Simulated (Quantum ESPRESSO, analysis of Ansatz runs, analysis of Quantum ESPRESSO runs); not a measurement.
# Cu on a Zn site in ZnO: charge-transition level against experiment (Quantum ESPRESSO), part 3 of 4

Subject: Cu on a Zn site in ZnO. Wanted: its charge-transition level, in one set-up (QE: PBE, GBRV 1.5 PBE, 72-site cell, PBE lattice, k: the zone centre alone then 2x2x2 shifted, dielectric constants 3.7 and 8.5 (handbook)). The model is a cell of 72 host atoms with 1 Zn taken out and 1 Cu put in. The level is the Fermi energy at which two charge states have equal formation energy, after a correction for the images of the charge. Other potentials or another program check that the number doesn't hang on one set of files.

Quantum ESPRESSO 7.5; QE: PBE, GBRV 1.5 PBE, 72-site cell, PBE lattice, k: the zone centre alone then 2x2x2 shifted, dielectric constants 3.7 and 8.5 (handbook).

So far: Starting point; Relaxation, charge 0; Single point, charge 0.

### 4. Relaxation, charge −1

Level of this step: Quantum ESPRESSO plane-wave DFT, PBE, GBRV 1.5 PBE potentials; relaxation of all atoms of a defect supercell (Quantum ESPRESSO).

pw.in

```
&CONTROL
  calculation = 'relax'
  prefix = 'pwscf'
  outdir = './tmp'
  pseudo_dir = './pseudo'
  tprnfor = .true.
  disk_io = 'low'
  nstep = 70
  forc_conv_thr = 0.00078
  etot_conv_thr = 0.0001
/
&SYSTEM
  ibrav = 0
  nat = 72
  ntyp = 3
  ecutwfc = 45
  ecutrho = 360
  nbnd = 472
  occupations = 'smearing'
  smearing = 'fd'
  degauss = 0.00073499
  tot_charge = -1
  nosym = .true.
/
&ELECTRONS
  conv_thr = 7d-08
  electron_maxstep = 100
  mixing_beta = 0.5
/
&IONS
  ion_dynamics = 'bfgs'
/
ATOMIC_SPECIES
Zn    65.3800 zn_pbe_v1.uspp.F.UPF
O     15.9990 o_pbe_v1.2.uspp.F.UPF
Cu    63.5460 cu_pbe_v1.2.uspp.F.UPF
CELL_PARAMETERS angstrom
   9.8424224986    0.0000000000    0.0000000000
  -4.9212112493    8.5237879996    0.0000000000
   0.0000000000    0.0000000000   10.5930621374
ATOMIC_POSITIONS crystal
Zn     0.1111475595    0.2252452078    0.2461827460
Zn     0.2256097274    0.1164308162   -0.0018820319
[... 3 atom lines left out ...]
Zn     0.2189684460    0.1137049532    0.4997765701
[... 7 atom lines left out ...]
Zn     0.2206799999    0.4413949665    0.4959564217
[... 10 atom lines left out ...]
Zn     0.4479059615    0.2199147526    0.2506540157
[... 2 atom lines left out ...]
O      0.4463591980    0.2250990947    0.4436060437
[... 4 atom lines left out ...]
Zn     0.4483539408    0.5610942434    0.2511261535
[... 2 atom lines left out ...]
O      0.4481562780    0.5535347293    0.4388970439
Zn     0.4468453759    0.5606520717    0.7523214361
Cu     0.5572256635    0.4435270979    0.5042101206
O      0.5498808800    0.4425911017    0.6887462601
[... 17 atom lines left out ...]
Zn     0.7812755949    0.5592049516    0.2533410164
[... 2 atom lines left out ...]
O      0.7773275681    0.5505863243    0.4411650602
Zn     0.7808878723    0.5530354659    0.7486924926
[... 10 atom lines left out ...]
O      0.7771741721    0.8853265175    0.9431032936
K_POINTS gamma
```

Command:

```console
> OMP_NUM_THREADS=1 mpirun -n 16 pw.x -in pw.in > pw.out
```

Log:

```text
[banner, memory and clock lines left out]
          URL

     gamma-point specific algorithms are used

     one sub-group per band group will be used

     bravais-lattice index     =            0
     lattice parameter (alat)  =      18.5995  a.u.
     unit-cell volume          =    5997.2584 (a.u.)^3
     number of atoms/cell      =           72
     number of atomic types    =            3
     number of electrons       =       936.00
     number of Kohn-Sham states=          472
     kinetic-energy cutoff     =      45.0000  Ry
     charge density cutoff     =     360.0000  Ry
     scf convergence threshold =      7.0E-08
     mixing beta               =       0.5000
     number of iterations used =            8  plain     mixing
     energy convergence thresh.=      1.0E-04
     force convergence thresh. =      7.8E-04
     Exchange-correlation= SLA  PW   PBE  PBE
                           (   1   4   3   4   0   0   0)
     nstep                     =           70

     celldm(1)=  18.599483  celldm(2)=   0.000000  celldm(3)=   0.000000
     celldm(4)=   0.000000  celldm(5)=   0.000000  celldm(6)=   0.000000

     crystal axes: (cart. coord. in units of alat)
               a(1) = (   1.000000   0.000000   0.000000 )
               a(2) = (  -0.500000   0.866025   0.000000 )
               a(3) = (   0.000000   0.000000   1.076266 )

     reciprocal axes: (cart. coord. in units 2 pi/alat)
               b(1) = (  1.000000  0.577350 -0.000000 )
               b(2) = (  0.000000  1.154701  0.000000 )
               b(3) = (  0.000000 -0.000000  0.929139 )

     PseudoPot. # 1 for Zn read from file:
     zn_pbe_v1.uspp.F.UPF
     Pseudo is Ultrasoft, Zval = 20.0
     Generated by new atomic code, or converted to UPF format
     Using radial grid of  943 points,  6 beta functions with:
                l(1) =   0
                l(2) =   0
                l(3) =   1
                l(4) =   1
                l(5) =   2
                l(6) =   2
     Q(r) pseudized with  8 coefficients,  rinner =    1.100   1.100   1.100
                                                       1.100   1.100

     PseudoPot. # 2 for O  read from file:
     o_pbe_v1.2.uspp.F.UPF
     Pseudo is Ultrasoft + core correction, Zval =  6.0
     Generated by new atomic code, or converted to UPF format
     Using radial grid of  737 points,  5 beta functions with:
                l(1) =   0
                l(2) =   0
                l(3) =   1
                l(4) =   1
                l(5) =   2
     Q(r) pseudized with  8 coefficients,  rinner =    0.900   0.900   0.900
                                                       0.900   0.900

     PseudoPot. # 3 for Cu read from file:
     cu_pbe_v1.2.uspp.F.UPF
     Pseudo is Ultrasoft + core correction, Zval = 19.0
     Generated by new atomic code, or converted to UPF format
     Using radial grid of  867 points,  6 beta functions with:
                l(1) =   0
                l(2) =   0
                l(3) =   1
                l(4) =   1
                l(5) =   2
                l(6) =   2
     Q(r) pseudized with  8 coefficients,  rinner =    1.150   1.150   1.150
                                                       1.150   1.150

     atomic species   valence    mass     pseudopotential
     Zn               20.00    65.38000     Zn( 1.00)
     O                 6.00    15.99900     O ( 1.00)
     Cu               19.00    63.54600     Cu( 1.00)

     No symmetry found

   Cartesian axes

     site n.     atom                  positions (alat units)
         1        Zn     tau(   1) = (  -0.0014750   0.1950681   0.2649581  )
         2        Zn     tau(   2) = (   0.1673943   0.1008320  -0.0020256  )
         3        O      tau(   3) = (   0.1661613   0.0970552   0.2089563  )
         4        O      tau(   4) = (   0.0024581   0.1925206   0.4774817  )
         5        Zn     tau(   5) = (  -0.0018332   0.1933940   0.8118297  )
         6        Zn     tau(   6) = (   0.1621160   0.0984714   0.5378924  )
         7        O      tau(   7) = (   0.1712408   0.0974194   0.7402434  )
         8        O      tau(   8) = (  -0.0016096   0.1908761   1.0157234  )
         9        Zn     tau(   9) = (  -0.1682455   0.4819535   0.2642972  )
        10        Zn     tau(  10) = (  -0.0004139   0.3896936   0.0016182  )
        11        O      tau(  11) = (   0.0019615   0.3895853   0.2040666  )
        12        O      tau(  12) = (  -0.1675077   0.4854530   0.4705127  )
        13        Zn     tau(  13) = (  -0.1710307   0.4828454   0.8091371  )
        14        Zn     tau(  14) = (  -0.0000175   0.3822593   0.5337809  )
        15        O      tau(  15) = (  -0.0001718   0.3798404   0.7425227  )
        16        O      tau(  16) = (  -0.1627871   0.4778561   1.0114318  )
        17        Zn     tau(  17) = (  -0.3345195   0.7740254   0.2716133  )
        18        Zn     tau(  18) = (  -0.1629251   0.6717091   0.0028730  )
        19        O      tau(  19) = (  -0.1705479   0.6757574   0.2015244  )
        20        O      tau(  20) = (  -0.3304423   0.7674477   0.4764882  )
        21        Zn     tau(  21) = (  -0.3344376   0.7731109   0.8034954  )
        22        Zn     tau(  22) = (  -0.1686365   0.6691701   0.5365327  )
        23        O      tau(  23) = (  -0.1686689   0.6718636   0.7377593  )
        24        O      tau(  24) = (  -0.3353806   0.7669421   1.0075025  )
        25        Zn     tau(  25) = (   0.3379486   0.1904518   0.2697703  )
        26        Zn     tau(  26) = (   0.5004238   0.0952770   0.0049604  )
        27        O      tau(  27) = (   0.4961202   0.0970762   0.2071371  )
        28        O      tau(  28) = (   0.3338097   0.1949415   0.4774380  )
        29        Zn     tau(  29) = (   0.3324112   0.1882385   0.8098738  )
        30        Zn     tau(  30) = (   0.5001155   0.0936961   0.5337162  )
        31        O      tau(  31) = (   0.4991372   0.0991539   0.7461631  )
        32        O      tau(  32) = (   0.3299816   0.1962258   1.0117323  )
[...]
38        Cu     tau(  38) = (   0.3354621   0.3841057   0.5426641  )
[...]
57        Zn     tau(  57) = (   0.5016731   0.4842857   0.2726623  )
        58        Zn     tau(  58) = (   0.6670154   0.3829158   0.0046510  )
        59        O      tau(  59) = (   0.6647567   0.3878178   0.2002760  )
        60        O      tau(  60) = (   0.5020344   0.4768217   0.4748108  )
        61        Zn     tau(  61) = (   0.5043701   0.4789428   0.8057921  )
[...]
atom   13 type  1   force =    -0.00067951   -0.00011710    0.00002529
     atom   14 type  1   force =     0.00050745    0.00003610    0.00000336
     atom   15 type  2   force =    -0.00068006   -0.00014012    0.00017761
     atom   16 type  2   force =    -0.00031592   -0.00004809    0.00029877
[...]
Total force =     0.004153     Total SCF correction =     0.000103
     Energy error            =      3.6E-05 Ry
     Gradient error          =      8.8E-04 Ry/Bohr

     number of scf cycles    =  37
     number of bfgs steps    =  36

     energy             old  =  -17722.1973953754 Ry
     energy             new  =  -17722.1974317015 Ry

     CASE: energy            _new < energy            _old

     new trust radius        =       0.0053865893 bohr
     new conv_thr            =       0.0000000007 Ry

ATOMIC_POSITIONS (crystal)
Zn               0.1113368876        0.2224678120        0.2507383645
Zn               0.2212349528        0.1107082570        0.0019041284
O                0.2234557284        0.1121055201        0.1903430221
O                0.1122681662        0.2229571543        0.4395076895
Zn               0.1101098176        0.2217950009        0.7501391472
Zn               0.2300810634        0.1175024248        0.4991320118
O                0.2180086731        0.1084523067        0.6887203722
O                0.1105670270        0.2221673190        0.9397541163
Zn               0.1117832295        0.5550093991        0.2507594344
Zn               0.2216471914        0.4444262340        0.0018788605
O                0.2238053516        0.4449491652        0.1903470135
O                0.1126257283        0.5549200800        0.4398873193
Zn               0.1091432382        0.5551911132        0.7489114713
Zn               0.2302186287        0.4462012703        0.4991967753
O                0.2184159334        0.4432413080        0.6887262796
O                0.1110746937        0.5558067305        0.9385273620
[...]
NEW-OLD atomic charge density approx. for the potential

     Check: negative core charge=   -0.000002

     Self-consistent Calculation

     iteration #  1     ecut=    45.00 Ry     beta= 0.50
     Davidson diagonalization with overlap
     ethr =  1.00E-06,  avg # of iterations =  4.0

     Threshold (ethr) on eigenvalues was too large:
     Diagonalizing with lowered threshold

     Davidson diagonalization with overlap
     ethr =  2.85E-09,  avg # of iterations =  4.0

     total energy              =  -17722.19746050 Ry
     estimated scf accuracy    <       0.00003099 Ry

     iteration #  2     ecut=    45.00 Ry     beta= 0.50
     Davidson diagonalization with overlap
     ethr =  3.31E-09,  avg # of iterations =  5.0

     total energy              =  -17722.19744271 Ry
     estimated scf accuracy    <       0.00020546 Ry

     iteration #  3     ecut=    45.00 Ry     beta= 0.50
     Davidson diagonalization with overlap
     ethr =  3.31E-09,  avg # of iterations =  5.0

     total energy              =  -17722.19745336 Ry
     estimated scf accuracy    <       0.00032561 Ry

     iteration #  4     ecut=    45.00 Ry     beta= 0.50
     Davidson diagonalization with overlap
     ethr =  3.31E-09,  avg # of iterations =  4.0

     total energy              =  -17722.19746502 Ry
     estimated scf accuracy    <       0.00000299 Ry

     iteration #  5     ecut=    45.00 Ry     beta= 0.50
     Davidson diagonalization with overlap
     ethr =  3.20E-10,  avg # of iterations =  3.0

     total energy              =  -17722.19746547 Ry
     estimated scf accuracy    <       0.00000020 Ry

     iteration #  6     ecut=    45.00 Ry     beta= 0.50
     Davidson diagonalization with overlap
     ethr =  2.10E-11,  avg # of iterations =  5.0

     total energy              =  -17722.19746551 Ry
     estimated scf accuracy    <       0.00000010 Ry

     iteration #  7     ecut=    45.00 Ry     beta= 0.50
     Davidson diagonalization with overlap
     ethr =  1.05E-11,  avg # of iterations =  3.0

     total energy              =  -17722.19746552 Ry
     estimated scf accuracy    <       0.00000001 Ry

     iteration #  8     ecut=    45.00 Ry     beta= 0.50
     Davidson diagonalization with overlap
     ethr =  1.41E-12,  avg # of iterations =  5.0

     total energy              =  -17722.19746552 Ry
     estimated scf accuracy    <          4.3E-09 Ry

     iteration #  9     ecut=    45.00 Ry     beta= 0.50
     Davidson diagonalization with overlap
     ethr =  4.65E-13,  avg # of iterations =  3.0

     End of self-consistent calculation

          k = 0.0000 0.0000 0.0000 ( 15280 PWs)   bands (ev):

  -115.3407-115.2552-115.2532-115.2488-115.2470-115.2454-115.2411-115.2269
  -115.2252-115.2244-115.2239-115.2223-115.2205-115.2197-115.2194-115.2183
  -115.2174-115.2163-115.2149-115.2092-115.2069-115.2065-115.2044-115.2035
  -115.1998-115.1719-115.1676-115.1670-115.1623-115.1249-115.1243-115.1130
  -115.1106-115.0748-115.0707-102.3729 -69.5473 -69.5308 -69.5282 -69.4581
[...]
6.4470   6.4503   6.4689   6.4779   6.4811   6.5267   6.5884   6.6619
     6.7672   6.8019   6.8363   6.8582   6.8711   6.8743   6.8887   6.8955
     6.9106   6.9364   6.9460   6.9498   6.9914   6.9929   7.0244   7.0385
     7.0442   7.0557   7.0704   7.0728   7.0782   7.0932   7.0993   7.1006
     7.1339   7.1503   7.2914   7.3702   7.3710   7.4195   7.4349   7.4396
     7.4554   7.4816   7.4935   7.5019   7.6120   7.6556   7.6598   7.7026
     7.7858   7.8028   7.8349   7.8391   8.0356   8.0580   8.1396   8.1735
     8.1739   8.5856   8.6831   8.7586   9.0949  11.5804  11.6517  12.3264

     the Fermi energy is     8.9267 ev

!    total energy              =  -17722.19746552 Ry
     estimated scf accuracy    <          3.2E-10 Ry
     smearing contrib. (-TS)   =      -0.00000000 Ry
     internal energy E=F+TS    =  -17722.19746552 Ry

     The total energy is F=E-TS. E is the sum of the following terms:
     one-electron contribution =  -14639.46929633 Ry
     hartree contribution      =    7697.20937354 Ry
     xc contribution           =   -1782.64376204 Ry
     ewald contribution        =   -8997.29378070 Ry

     convergence has been achieved in   9 iterations

     Forces acting on atoms (cartesian axes, Ry/au):

[...]
atom   65 type  1   force =     0.00030274    0.00000230   -0.00003221
     atom   66 type  1   force =    -0.00009311   -0.00006375    0.00032595
     atom   67 type  2   force =     0.00003990    0.00014262    0.00013716
     atom   68 type  2   force =     0.00070624    0.00017631   -0.00003551
     atom   69 type  1   force =    -0.00000525   -0.00019242   -0.00002702
     atom   70 type  1   force =    -0.00018830   -0.00013407    0.00009544
     atom   71 type  2   force =    -0.00009325    0.00019554   -0.00005316
     atom   72 type  2   force =    -0.00032036    0.00023781    0.00009606

     Total force =     0.003714     Total SCF correction =     0.000153
     Energy error            =      3.4E-05 Ry
     Gradient error          =      7.2E-04 Ry/Bohr

     bfgs converged in  38 scf cycles and  37 bfgs steps
     (criteria: energy <  1.0E-04 Ry, force <  7.8E-04 Ry/Bohr)

     End of BFGS Geometry Optimization

     Final energy             =  -17722.1974655232 Ry

     File ./tmp/pwscf.bfgs deleted, as requested
Begin final coordinates

ATOMIC_POSITIONS (crystal)
[...]
Zn               0.7770589428        0.8889643561        0.2498231117
Zn               0.8885130087        0.7789265644       -0.0018741881
O                0.8899824985        0.7800972981        0.1866497592
O                0.7787177216        0.8906114176        0.4386528875
Zn               0.7764817768        0.8888759091        0.7491922853
Zn               0.8902376854        0.7799612761        0.4982678353
O                0.8862929377        0.7761623485        0.6882566860
O                0.7764579942        0.8890681368        0.9385414945
End final coordinates
```

It took 23 min on 16 MPI ranks of Arm Neoverse V2, shared host; peak memory 3.5 GiB; 6.3 h of CPU time.

The steps of the relaxation (22 of 38):

| step | energy less that of the first step (eV) |
| --- | --- |
| 0 | 0.0000 |
| 2 | -0.9241 |
| 4 | -1.0231 |
| 5 | -1.0345 |
| 7 | -1.0497 |
| 9 | -1.0652 |
| 11 | -1.0756 |
| 12 | -1.0787 |
| 14 | -1.0844 |
| 16 | -1.0877 |
| 18 | -1.0911 |
| 19 | -1.0934 |
| 21 | -1.1002 |
| 23 | -1.1105 |
| 25 | -1.1365 |
| 26 | -1.1492 |
| 28 | -1.1655 |
| 30 | -1.1757 |
| 32 | -1.1806 |
| 33 | -1.1820 |
| 35 | -1.1833 |
| 37 | -1.1843 |

The atoms that moved most (Å):

| atom | dx | dy | dz | length |
| --- | --- | --- | --- | --- |
| Cu38 | 0.325 | 0.208 | 0.232 | 0.450 |
| O60 | 0.061 | 0.092 | -0.148 | 0.184 |
| O39 | -0.030 | -0.031 | 0.127 | 0.134 |
| Zn57 | -0.025 | -0.032 | -0.124 | 0.131 |
| Zn6 | 0.091 | 0.032 | -0.007 | 0.097 |
| Zn25 | -0.044 | 0.052 | 0.061 | 0.091 |
| Zn14 | 0.070 | 0.041 | 0.034 | 0.088 |
| Zn33 | 0.023 | -0.063 | 0.055 | 0.087 |

Neighbours of Cu38 at the end:

| atom | distance (Å) |
| --- | --- |
| O60 | 1.904 |
| O39 | 1.913 |
| O36 | 2.257 |
| O28 | 2.257 |
| Zn61 | 2.787 |
| Zn62 | 2.973 |
| Zn70 | 2.974 |
| Zn37 | 3.223 |
| Zn29 | 3.226 |

From the first step to the last the energy fell by 1.184 eV, and the largest move was 0.45 Å (Cu38). Judged within 0.08 Å, the space group went from P1 to Cm.

[end of part 3 of 4]

[Logs are printed without paths, hosts, clocks, repeated set-up lines and the standing remarks that a program may print on its own settings, such as how far it seeks lower states.]

[Hosts, paths, dates, database ids (printed as entryN), source tags and the programs' standing remarks are cut or masked in the printed files.]

[For some hosts the program warned that the k-mesh of the response run may be too coarse for force constants and the static dielectric constant; such warnings are not shown here.]
